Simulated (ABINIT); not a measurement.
# Quasiparticle gap of SrCl2 (Fm-3m) in ABINIT, part 2 of 3

How does a plane-wave GW calculation on SrCl2 (Fm-3m) run from the first input to the gap?

ABINIT 10.8.3; PBE and many-body steps on it, plane waves. Known limits of the many-body steps: not at the basis limit; screening head approximate; coarse k mesh.

So far. Step 2 (Ground state): The gap is indirect, with the least direct gap 0.17 eV higher.

**3. Bands along the symmetry lines**

Level of this step: DFT, PBE with spin-orbit coupling, plane waves, norm-conserving pseudopotentials (ABINIT).

Levels along a band path, at the cheap level, show where the edges lie and whether the meshes to come will hold them.

File run.abi:

```
acell 3*1.0 Angstrom
rprim 
  -0.000000000000 3.488350000000 3.488350000000
  3.488350000000 -0.000000000000 3.488350000000
  3.488350000000 3.488350000000 -0.000000000000
ntypat 2
znucl 38 17
natom 3
typat 1 2 2
xred 
  0.000000000000 0.000000000000 0.000000000000
  0.250000000000 0.250000000000 0.250000000000
  0.750000000000 0.750000000000 0.750000000000
pp_dirpath "pseudos"
pseudos "Sr.upf, Cl.upf"
ecut 28
nspinor 2
iscf -2
irdden 1
kptopt 0
nkpt 26
kpt 
  0.00000000 0.00000000 0.00000000
  0.12500000 0.00000000 0.12500000
  0.25000000 0.00000000 0.25000000
  0.37500000 0.00000000 0.37500000
  0.50000000 0.00000000 0.50000000
  0.53125000 0.06250000 0.53125000
  0.56250000 0.12500000 0.56250000
  0.59375000 0.18750000 0.59375000
  0.62500000 0.25000000 0.62500000
  0.37500000 0.37500000 0.75000000
  0.28125000 0.28125000 0.56250000
  0.18750000 0.18750000 0.37500000
  0.09375000 0.09375000 0.18750000
  0.00000000 0.00000000 0.00000000
  0.12500000 0.12500000 0.12500000
  0.25000000 0.25000000 0.25000000
  0.37500000 0.37500000 0.37500000
  0.50000000 0.50000000 0.50000000
  0.50000000 0.43750000 0.56250000
  0.50000000 0.37500000 0.62500000
  0.50000000 0.31250000 0.68750000
  0.50000000 0.25000000 0.75000000
  0.50000000 0.18750000 0.68750000
  0.50000000 0.12500000 0.62500000
  0.50000000 0.06250000 0.56250000
  0.50000000 0.00000000 0.50000000
istwfk *1
nband 40
nbdbuf 6
tolwfr 1e-08
nstep 40
prtwf 0
prtvol 0
indata_prefix "in"
outdata_prefix "out"
tmpdata_prefix "tmp"
```

Command:

```console
> OMP_NUM_THREADS=1 mpirun -n 4 abinit run.abi > log
```

Numbers of over 12 decimals in the logs are rounded to 6 here.

The log of the run:

```text
.Version 10.8.3 of ABINIT. v10.8.2 released Aug 2026.

 Symmetries : space group Fm -3 m (#225); Bravais cF (face-center cubic)
[... echo of the input left out ...]
== DATASET  1 ==================================================================
-   mpi_nproc: 4, omp_nthreads: 1 (-1 if OMP is not activated)

--- !DatasetInfo
iteration_state: {dtset: 1, }
dimensions: {natom: 3, nkpt: 26, mband: 40, nsppol: 1, nspinor: 2, nspden: 1, mpw: 4088, }
cutoff_energies: {ecut:  28.0, pawecutdg:  -1.0, }
electrons: {nelect:   2.40000000E+01, charge:   0.00000000E+00, occopt:   1.00000000E+00, tsmear:   1.00000000E-02, }

 Real(R)+Recip(G) space primitive vectors, cartesian coordinates (Bohr,Bohr^-1):
 R(1)=  0.0000000  6.5920261  6.5920261  G(1)= -0.0758492  0.0758492  0.0758492
 R(2)=  6.5920261  0.0000000  6.5920261  G(2)=  0.0758492 -0.0758492  0.0758492
 R(3)=  6.5920261  6.5920261  0.0000000  G(3)=  0.0758492  0.0758492 -0.0758492
 Unit cell volume ucvol=  5.7291047E+02 bohr^3
 Angles (23,13,12)=  6.00000000E+01  6.00000000E+01  6.00000000E+01 degrees

 getcut: wavevector=  0.0000  0.0000  0.0000  ngfft=  48  48  48
         ecut(hartree)=     28.000   => boxcut(ratio)=   2.16154

--- Pseudopotential description ------------------------------------------------
- Sr Generated using ONCVPSP code by D. R. Hamann
- 38.00000  10.00000  180419                  znucl, zion, pspdat
12 -101130 2 -1 1834                          pspcod,pspxc,lmax,lloc,mmax
     nproj     2     3     3     0
     spin-orbit psp
        nprojso     4     4     0
  pspatm : epsatm=   12.84857442
         --- l  ekb(1:nproj) -->
             0    1.026883    9.950172
             1    7.397763    1.680476    0.016996
             2    4.189574    0.951429    0.000686
  spin-orbit 1    0.856679   -0.349552    0.098517   -0.000032
  spin-orbit 2    0.161616   -0.017084    0.009074   -0.000171
 pspatm: atomic psp has been read  and splines computed

- Cl Generated using ONCVPSP code by D. R. Hamann
- 17.00000   7.00000  180423                  znucl, zion, pspdat
12 -101130 2 -1 1028                          pspcod,pspxc,lmax,lloc,mmax
     nproj     2     3     2     0
     spin-orbit psp
        nprojso     3     4     0
  pspatm : epsatm=    9.13178236
         --- l  ekb(1:nproj) -->
             0    0.698550    8.138938
             1    3.824209    1.109357    0.000464
             2   -2.938426   -0.805416
  spin-orbit 1    0.132832   -0.034678    0.012887
  spin-orbit 2    0.001681    0.000419   -0.000137   -0.000027
 pspatm: atomic psp has been read  and splines computed

--------------------------------------------------------------------------------

================================================================================
 prteigrs : about to open file out_EIG
 Non-SCF case, kpt    1 (  0.00000  0.00000  0.00000), residuals and eigenvalues=
[...]
Non-SCF case, kpt    2 (  0.12500  0.00000  0.12500), residuals and eigenvalues=
[...]
Non-SCF case, kpt    3 (  0.25000  0.00000  0.25000), residuals and eigenvalues=
[...]
Non-SCF case, kpt   25 (  0.50000  0.06250  0.56250), residuals and eigenvalues=
[...]
Non-SCF case, kpt   26 (  0.50000  0.00000  0.50000), residuals and eigenvalues=
[...]
2.6387E-01  2.6387E-01  3.2050E-01  3.2050E-01  3.4195E-01  3.4195E-01
  3.5533E-01  3.5533E-01  3.5674E-01  3.5674E-01  3.7893E-01  3.7893E-01
[...]
--- !ResultsGS
iteration_state: {dtset: 1, }
comment   : Summary of ground state results
lattice_vectors:
- [ -0.0000000,   6.5920261,   6.5920261, ]
- [  6.5920261,  -0.0000000,   6.5920261, ]
- [  6.5920261,   6.5920261,  -0.0000000, ]
lattice_lengths: [   9.32253,    9.32253,    9.32253, ]
lattice_angles: [ 60.000,  60.000,  60.000, ] # degrees, (23, 13, 12)
lattice_volume:   5.7291047E+02
convergence: {deltae:  0.000E+00, res2:  0.000E+00, residm:  9.913E-09, diffor:  0.000E+00, }
etotal    :  -6.73062367E+01
entropy   :   0.00000000E+00
fermie    :   6.13817702E-02
cartesian_stress_tensor: null
pressure_GPa: null
xred      :
- [  0.0000E+00,   0.0000E+00,   0.0000E+00, Sr]
- [  2.5000E-01,   2.5000E-01,   2.5000E-01, Cl]
- [  7.5000E-01,   7.5000E-01,   7.5000E-01, Cl]
cartesian_forces: null
force_length_stats: {min: null, max: null, mean: null, }

 Integrated electronic density in atomic spheres:
 ------------------------------------------------
 Atom  Sphere_radius  Integrated_density
[...]
================================================================================

 ----iterations are completed or convergence reached----

 Mean square residual over all n,k,spin=   53.078E-10; max=  99.132E-10
 reduced coordinates (array xred) for    3 atoms
[...]
0.250000000000      0.250000000000      0.250000000000
       0.750000000000      0.750000000000      0.750000000000

 cartesian coordinates (angstrom) at end:
[...]
2      1.744175     1.744175     1.744175
    3      5.232525     5.232525     5.232525
 length scales=  1.889726125908  1.889726125908  1.889726125908 bohr
              =  1.000000000000  1.000000000000  1.000000000000 angstroms
 prteigrs : about to open file out_EIG
 Eigenvalues (hartree) for nkpt=  26  k points:
 kpt#   1, nband= 40, wtk=  1.00000, kpt=  0.0000  0.0000  0.0000 (reduced coord)
[...]
kpt#   2, nband= 40, wtk=  1.00000, kpt=  0.1250  0.0000  0.1250 (reduced coord)
[...]
kpt#   3, nband= 40, wtk=  1.00000, kpt=  0.2500  0.0000  0.2500 (reduced coord)
[...]
kpt#  25, nband= 40, wtk=  1.00000, kpt=  0.5000  0.0625  0.5625 (reduced coord)
[...]
kpt#  26, nband= 40, wtk=  1.00000, kpt=  0.5000  0.0000  0.5000 (reduced coord)
[...]
0.26387    0.26387    0.32050    0.32050    0.34195    0.34195    0.35533    0.35533
   0.35674    0.35674    0.37893    0.37893    0.42578    0.42580    0.43371    0.43373

== END DATASET(S) ==============================================================
================================================================================

 -outvars: echo values of variables after computation  --------
            nband          40
             nkpt          26
          spgroup         225
 [... the other variables as echoed above ...]

 Calculation completed.
```

Run time: 52 s. Hardware: 4 MPI ranks of Arm Neoverse V2, shared host; peak memory 0.41 GiB; 3.4 min of CPU time.

Numbers from this step:

```
gap                        : 5.342 eV
k of the valence top       : 0.5, 0, 0.5
k of the conduction bottom : 0, 0, 0
least direct gap           : 5.510 eV
```

The gap is 5.342 eV, as in the run before at this level.

Electronic bands along the path, in eV, zero at the top of the highest filled band:

| point | band 21 | band 22 | band 23 | band 24 | band 25 | band 26 | band 27 | band 28 |
| --- | --- | --- | --- | --- | --- | --- | --- | --- |
| Γ | -0.29 | -0.29 | -0.29 | -0.29 | 5.34 | 5.34 | 6.11 | 6.11 |
| halfway | -0.37 | -0.37 | -0.28 | -0.28 | 6.06 | 6.06 | 6.67 | 6.67 |
| X | -0.36 | -0.36 | 0.00 | 0.00 | 5.51 | 5.51 | 7.05 | 7.05 |
| halfway | -0.41 | -0.41 | -0.03 | -0.03 | 5.65 | 5.65 | 7.07 | 7.07 |
| U | -0.52 | -0.52 | -0.11 | -0.11 | 5.96 | 5.96 | 7.14 | 7.14 |
| jump to K | -0.52 | -0.52 | -0.11 | -0.11 | 5.96 | 5.96 | 7.14 | 7.14 |
| halfway | -0.96 | -0.96 | -0.29 | -0.29 | 6.38 | 6.38 | 6.65 | 6.65 |
| Γ | -0.29 | -0.29 | -0.29 | -0.29 | 5.34 | 5.34 | 6.11 | 6.11 |
| halfway | -0.67 | -0.67 | -0.59 | -0.59 | 6.45 | 6.45 | 6.49 | 6.49 |
| L | -1.09 | -1.09 | -0.99 | -0.99 | 6.72 | 6.72 | 6.74 | 6.74 |
| halfway | -0.55 | -0.55 | -0.53 | -0.53 | 6.33 | 6.33 | 6.93 | 6.93 |
| W | -0.31 | -0.31 | -0.10 | -0.10 | 6.23 | 6.23 | 7.02 | 7.02 |
| halfway | -0.36 | -0.36 | -0.04 | -0.04 | 5.79 | 5.79 | 7.08 | 7.08 |
| X | -0.36 | -0.36 | 0.00 | 0.00 | 5.51 | 5.51 | 7.05 | 7.05 |

**4. Empty states on the mesh, 2×2×2 mesh, 116 bands**

The sums over transitions need many empty states on a uniform mesh; this step solves for them.

File run.abi:

```
acell 3*1.0 Angstrom
rprim 
  -0.000000000000 3.488350000000 3.488350000000
  3.488350000000 -0.000000000000 3.488350000000
  3.488350000000 3.488350000000 -0.000000000000
ntypat 2
znucl 38 17
natom 3
typat 1 2 2
xred 
  0.000000000000 0.000000000000 0.000000000000
  0.250000000000 0.250000000000 0.250000000000
  0.750000000000 0.750000000000 0.750000000000
pp_dirpath "pseudos"
pseudos "Sr.upf, Cl.upf"
ecut 28
nspinor 2
ngkpt 2 2 2
nshiftk 1
shiftk 0 0 0
kptopt 1
chksymbreak 0
iscf -2
irdden 1
istwfk *1
nband 116
nbdbuf 10
tolwfr 1e-09
nstep 60
prtvol 0
indata_prefix "in"
outdata_prefix "out"
tmpdata_prefix "tmp"
```

The log of the run:

```text
.Version 10.8.3 of ABINIT. v10.8.2 released Aug 2026.

 Symmetries : space group Fm -3 m (#225); Bravais cF (face-center cubic)
[... echo of the input left out ...]
== DATASET  1 ==================================================================
-   mpi_nproc: 4, omp_nthreads: 1 (-1 if OMP is not activated)
-    --> not optimal distribution: autoparal keyword recommended in input file <--

--- !DatasetInfo
iteration_state: {dtset: 1, }
dimensions: {natom: 3, nkpt: 3, mband: 116, nsppol: 1, nspinor: 2, nspden: 1, mpw: 4088, }
cutoff_energies: {ecut:  28.0, pawecutdg:  -1.0, }
electrons: {nelect:   2.40000000E+01, charge:   0.00000000E+00, occopt:   1.00000000E+00, tsmear:   1.00000000E-02, }

 Real(R)+Recip(G) space primitive vectors, cartesian coordinates (Bohr,Bohr^-1):
 R(1)=  0.0000000  6.5920261  6.5920261  G(1)= -0.0758492  0.0758492  0.0758492
 R(2)=  6.5920261  0.0000000  6.5920261  G(2)=  0.0758492 -0.0758492  0.0758492
 R(3)=  6.5920261  6.5920261  0.0000000  G(3)=  0.0758492  0.0758492 -0.0758492
 Unit cell volume ucvol=  5.7291047E+02 bohr^3
 Angles (23,13,12)=  6.00000000E+01  6.00000000E+01  6.00000000E+01 degrees

 getcut: wavevector=  0.0000  0.0000  0.0000  ngfft=  48  48  48
         ecut(hartree)=     28.000   => boxcut(ratio)=   2.16154

--- Pseudopotential description ------------------------------------------------
- Sr Generated using ONCVPSP code by D. R. Hamann
- 38.00000  10.00000  180419                  znucl, zion, pspdat
12 -101130 2 -1 1834                          pspcod,pspxc,lmax,lloc,mmax
     nproj     2     3     3     0
     spin-orbit psp
        nprojso     4     4     0
  pspatm : epsatm=   12.84857442
         --- l  ekb(1:nproj) -->
             0    1.026883    9.950172
             1    7.397763    1.680476    0.016996
             2    4.189574    0.951429    0.000686
  spin-orbit 1    0.856679   -0.349552    0.098517   -0.000032
  spin-orbit 2    0.161616   -0.017084    0.009074   -0.000171
 pspatm: atomic psp has been read  and splines computed

- Cl Generated using ONCVPSP code by D. R. Hamann
- 17.00000   7.00000  180423                  znucl, zion, pspdat
12 -101130 2 -1 1028                          pspcod,pspxc,lmax,lloc,mmax
     nproj     2     3     2     0
     spin-orbit psp
        nprojso     3     4     0
  pspatm : epsatm=    9.13178236
         --- l  ekb(1:nproj) -->
             0    0.698550    8.138938
             1    3.824209    1.109357    0.000464
             2   -2.938426   -0.805416
  spin-orbit 1    0.132832   -0.034678    0.012887
  spin-orbit 2    0.001681    0.000419   -0.000137   -0.000027
 pspatm: atomic psp has been read  and splines computed

--------------------------------------------------------------------------------

================================================================================
 prteigrs : about to open file out_EIG
 Non-SCF case, kpt    1 (  0.00000  0.00000  0.00000), residuals and eigenvalues=
  4.17E-10  7.93E-10  2.85E-10  8.56E-10  3.70E-10  5.39E-10  6.55E-10  8.81E-10
  7.29E-10  8.76E-10  1.50E-10  2.52E-10  1.82E-10  2.85E-10  2.06E-10  2.95E-10
  3.38E-10  9.40E-10  4.23E-10  6.69E-10  1.96E-10  2.27E-10  4.02E-10  8.09E-10
[...]
-1.1447E+00 -1.1447E+00 -5.1174E-01 -5.1174E-01 -4.6968E-01 -4.6968E-01
 -4.6968E-01 -4.6968E-01 -4.2739E-01 -4.2739E-01 -3.9625E-01 -3.9625E-01
 -1.8754E-02 -1.8754E-02 -1.5323E-02 -1.5323E-02 -1.5323E-02 -1.5323E-02
[...]
1.1994E+00  1.1994E+00  1.1994E+00  1.1994E+00  1.1994E+00  1.1994E+00
  1.2014E+00  1.2014E+00  1.2179E+00  1.2179E+00  1.2179E+00  1.2179E+00
  1.2179E+00  1.2179E+00
 prteigrs : prtvol=0 or 1, do not print more k-points.

--- !ResultsGS
iteration_state: {dtset: 1, }
comment   : Summary of ground state results
lattice_vectors:
- [ -0.0000000,   6.5920261,   6.5920261, ]
- [  6.5920261,  -0.0000000,   6.5920261, ]
- [  6.5920261,   6.5920261,  -0.0000000, ]
lattice_lengths: [   9.32253,    9.32253,    9.32253, ]
lattice_angles: [ 60.000,  60.000,  60.000, ] # degrees, (23, 13, 12)
lattice_volume:   5.7291047E+02
convergence: {deltae:  0.000E+00, res2:  0.000E+00, residm:  9.953E-10, diffor:  0.000E+00, }
etotal    :  -6.73062367E+01
entropy   :   0.00000000E+00
fermie    :   6.13817702E-02
cartesian_stress_tensor: null
pressure_GPa: null
xred      :
- [  0.0000E+00,   0.0000E+00,   0.0000E+00, Sr]
- [  2.5000E-01,   2.5000E-01,   2.5000E-01, Cl]
- [  7.5000E-01,   7.5000E-01,   7.5000E-01, Cl]
cartesian_forces: null
force_length_stats: {min: null, max: null, mean: null, }

 Integrated electronic density in atomic spheres:
 ------------------------------------------------
 Atom  Sphere_radius  Integrated_density
[...]
================================================================================

 ----iterations are completed or convergence reached----

 Mean square residual over all n,k,spin=   51.861E-11; max=  99.531E-11
 reduced coordinates (array xred) for    3 atoms
[...]
0.250000000000      0.250000000000      0.250000000000
       0.750000000000      0.750000000000      0.750000000000

 cartesian coordinates (angstrom) at end:
[...]
3      5.232525     5.232525     5.232525
 length scales=  1.889726125908  1.889726125908  1.889726125908 bohr
              =  1.000000000000  1.000000000000  1.000000000000 angstroms
 prteigrs : about to open file out_EIG
 Eigenvalues (hartree) for nkpt=   3  k points:
 kpt#   1, nband=116, wtk=  0.12500, kpt=  0.0000  0.0000  0.0000 (reduced coord)
[...]
1.18359    1.18359    1.18359    1.18359    1.18359    1.18359    1.19939    1.19939
   1.19939    1.19939    1.19939    1.19939    1.20144    1.20144    1.21786    1.21786
   1.21794    1.21794    1.21794    1.21794
 prteigrs : prtvol=0 or 1, do not print more k-points.

== END DATASET(S) ==============================================================
================================================================================

 -outvars: echo values of variables after computation  --------
            nband         116
             nkpt           3
          spgroup         225
 [... the other variables as echoed above ...]

 Calculation completed.
```

Elapsed: 36 s, on 4 MPI ranks; peak memory 0.35 GiB.

This step gave:

| Item | Value |
| --- | --- |
| gap | 5.342 eV |
| k of the valence top | 0.5, 0.5, 0 |
| k of the conduction bottom | 0, 0, 0 |
| least direct gap | 5.510 eV |
| k points computed | 3 |
| lowest point of the top converged band, above the valence top | 30.97 eV |

On this mesh the gap is 5.342 eV.

**5. Screening, 2×2×2 mesh, 106 bands, screening to 98 eV**

The RPA dielectric matrix is built and inverted for each q.

This step: RPA screening on PBE with spin-orbit coupling, plane waves, norm-conserving pseudopotentials.

run.abi: that of step 4 with these lines changed.

```diff
@@ -22,10 +22,11 @@
 chksymbreak 0
-iscf -2
-irdden 1
 istwfk *1
-nband 116
-nbdbuf 10
-tolwfr 1e-09
-nstep 60
-prtvol 0
+occopt 1
+irdwfk 1
+optdriver 3
+nband 106
+ecuteps 3.6
+inclvkb 0
+awtr 1
+symchi 1
 indata_prefix "in"
```

The log of the run:

```text
.Version 10.8.3 of ABINIT. v10.8.2 released Aug 2026.

 Symmetries : space group Fm -3 m (#225); Bravais cF (face-center cubic)
[... echo of the input left out ...]
== DATASET  1 ==================================================================
-   mpi_nproc: 4, omp_nthreads: 1 (-1 if OMP is not activated)

--- !DatasetInfo
iteration_state: {dtset: 1, }
dimensions: {natom: 3, nkpt: 3, mband: 106, nsppol: 1, nspinor: 2, nspden: 1, mpw: 4088, }
cutoff_energies: {ecut:  28.0, pawecutdg:  -1.0, }
electrons: {nelect:   2.40000000E+01, charge:   0.00000000E+00, occopt:   1.00000000E+00, tsmear:   1.00000000E-02, }

 SCREENING: Calculation of the susceptibility and dielectric matrices

 Based on a program developped by R.W. Godby, V. Olevano, G. Onida, and L. Reining.
 Incorporated in ABINIT by V. Olevano, G.-M. Rignanese, and M. Torrent.
.Using double precision arithmetic ; gwpc =  8

[... cell and pseudopotentials left out ...]
--------------------------------------------------------------------------------

 ==== K-mesh for the wavefunctions ====
 Number of points in the irreducible wedge :     3
[... list of points left out ...]
 Together with 48 symmetry operations and time-reversal symmetry
 yields     8 points in the full Brillouin Zone.

 ==== Q-mesh for the screening function ====
 Number of points in the irreducible wedge :     3
[... list of points left out ...]
 Together with 48 symmetry operations and time-reversal symmetry
 yields     8 points in the full Brillouin Zone.

 setmesh: FFT mesh size selected  =    30x   30x   30
          total number of points  =        27000

 vcoul_init : cutoff-mode = AUXILIARY_FUNCTION
 q-points for optical limit:   1
     1)      0.000010    0.000020    0.000030

- screening: taking advantage of time-reversal symmetry
- Maximum band index for partially occupied states nbvw = 24
- Remaining bands to be divided among processors   nbcw = 82
- Number of bands treated by each node ~20

 Number of electrons calculated from density =   24.0000; Expected =   24.0000
 average of density, n =  0.041891
 r_s =    1.7862
 omega_plasma =   19.7432 [eV]

 calculating chi0 at frequencies [eV] :
  1    0.000000E+00    0.000000E+00
  2    0.000000E+00    1.974321E+01

--------------------------------------------------------------------------------
  q-point number  1        q = ( 0.000000, 0.000000, 0.000000) [r.l.u.]
--------------------------------------------------------------------------------
[... chi0 elements left out ...]
 For q-point:  0.000010 0.000020 0.000030
  dielectric constant =   3.1577
  dielectric constant without local fields =   3.8187

  Average fulfillment of the sum rule on Im[epsilon] for q-point    1 :     53.84  [%]
[... wings left out ...]
  q-point number  2        q = ( 0.500000, 0.000000, 0.000000) [r.l.u.]
--------------------------------------------------------------------------------
[... chi0 elements left out ...]
  Average fulfillment of the sum rule on Im[epsilon] for q-point    2 :     64.87  [%]

 [... 1 further q-points ...]
```

Wall time 7 s (4 MPI ranks); peak memory 0.82 GiB.

This step gave:

```yaml
eps_infinity_with_local_fields_on_this_mesh_along_the_program_s_q_direction: 3.158
the_same_without_local_fields: 3.819
plasma_frequency: 19.74 eV
plane_waves_in_the_screening_matrix: 169
```

Local fields lower ε∞ by 17 %. On a Γ-centred mesh this coarse the value itself is usually too large, while a short band sum pulls it down.

(Part 2 of 3 ends here.)

[Paths, hosts, dates, memory and timing lines, banners, echoed tables and standing remarks are left out of the program output.]

[Logs are printed without paths, hosts, clocks, repeated set-up lines and the standing remarks that a program may print on its own settings, such as how far it seeks lower states.]

[Runs of the session that timed out or met a known fault of the program may be left out.]

[Hosts, paths, dates, database ids (printed as entryN), source tags and the programs' standing remarks are cut or masked in the printed files.]

[G0W0 gaps are taken among the corrected bands and points alone; a level outside them can change the order at an edge.]

[Where Ansatz stands beside ABINIT at settings called matched, ABINIT's density can come from a denser mesh and the files from another edition; pairs whose starting gaps differed by over 0.03 eV were left out, so agreement reads better than it is.]
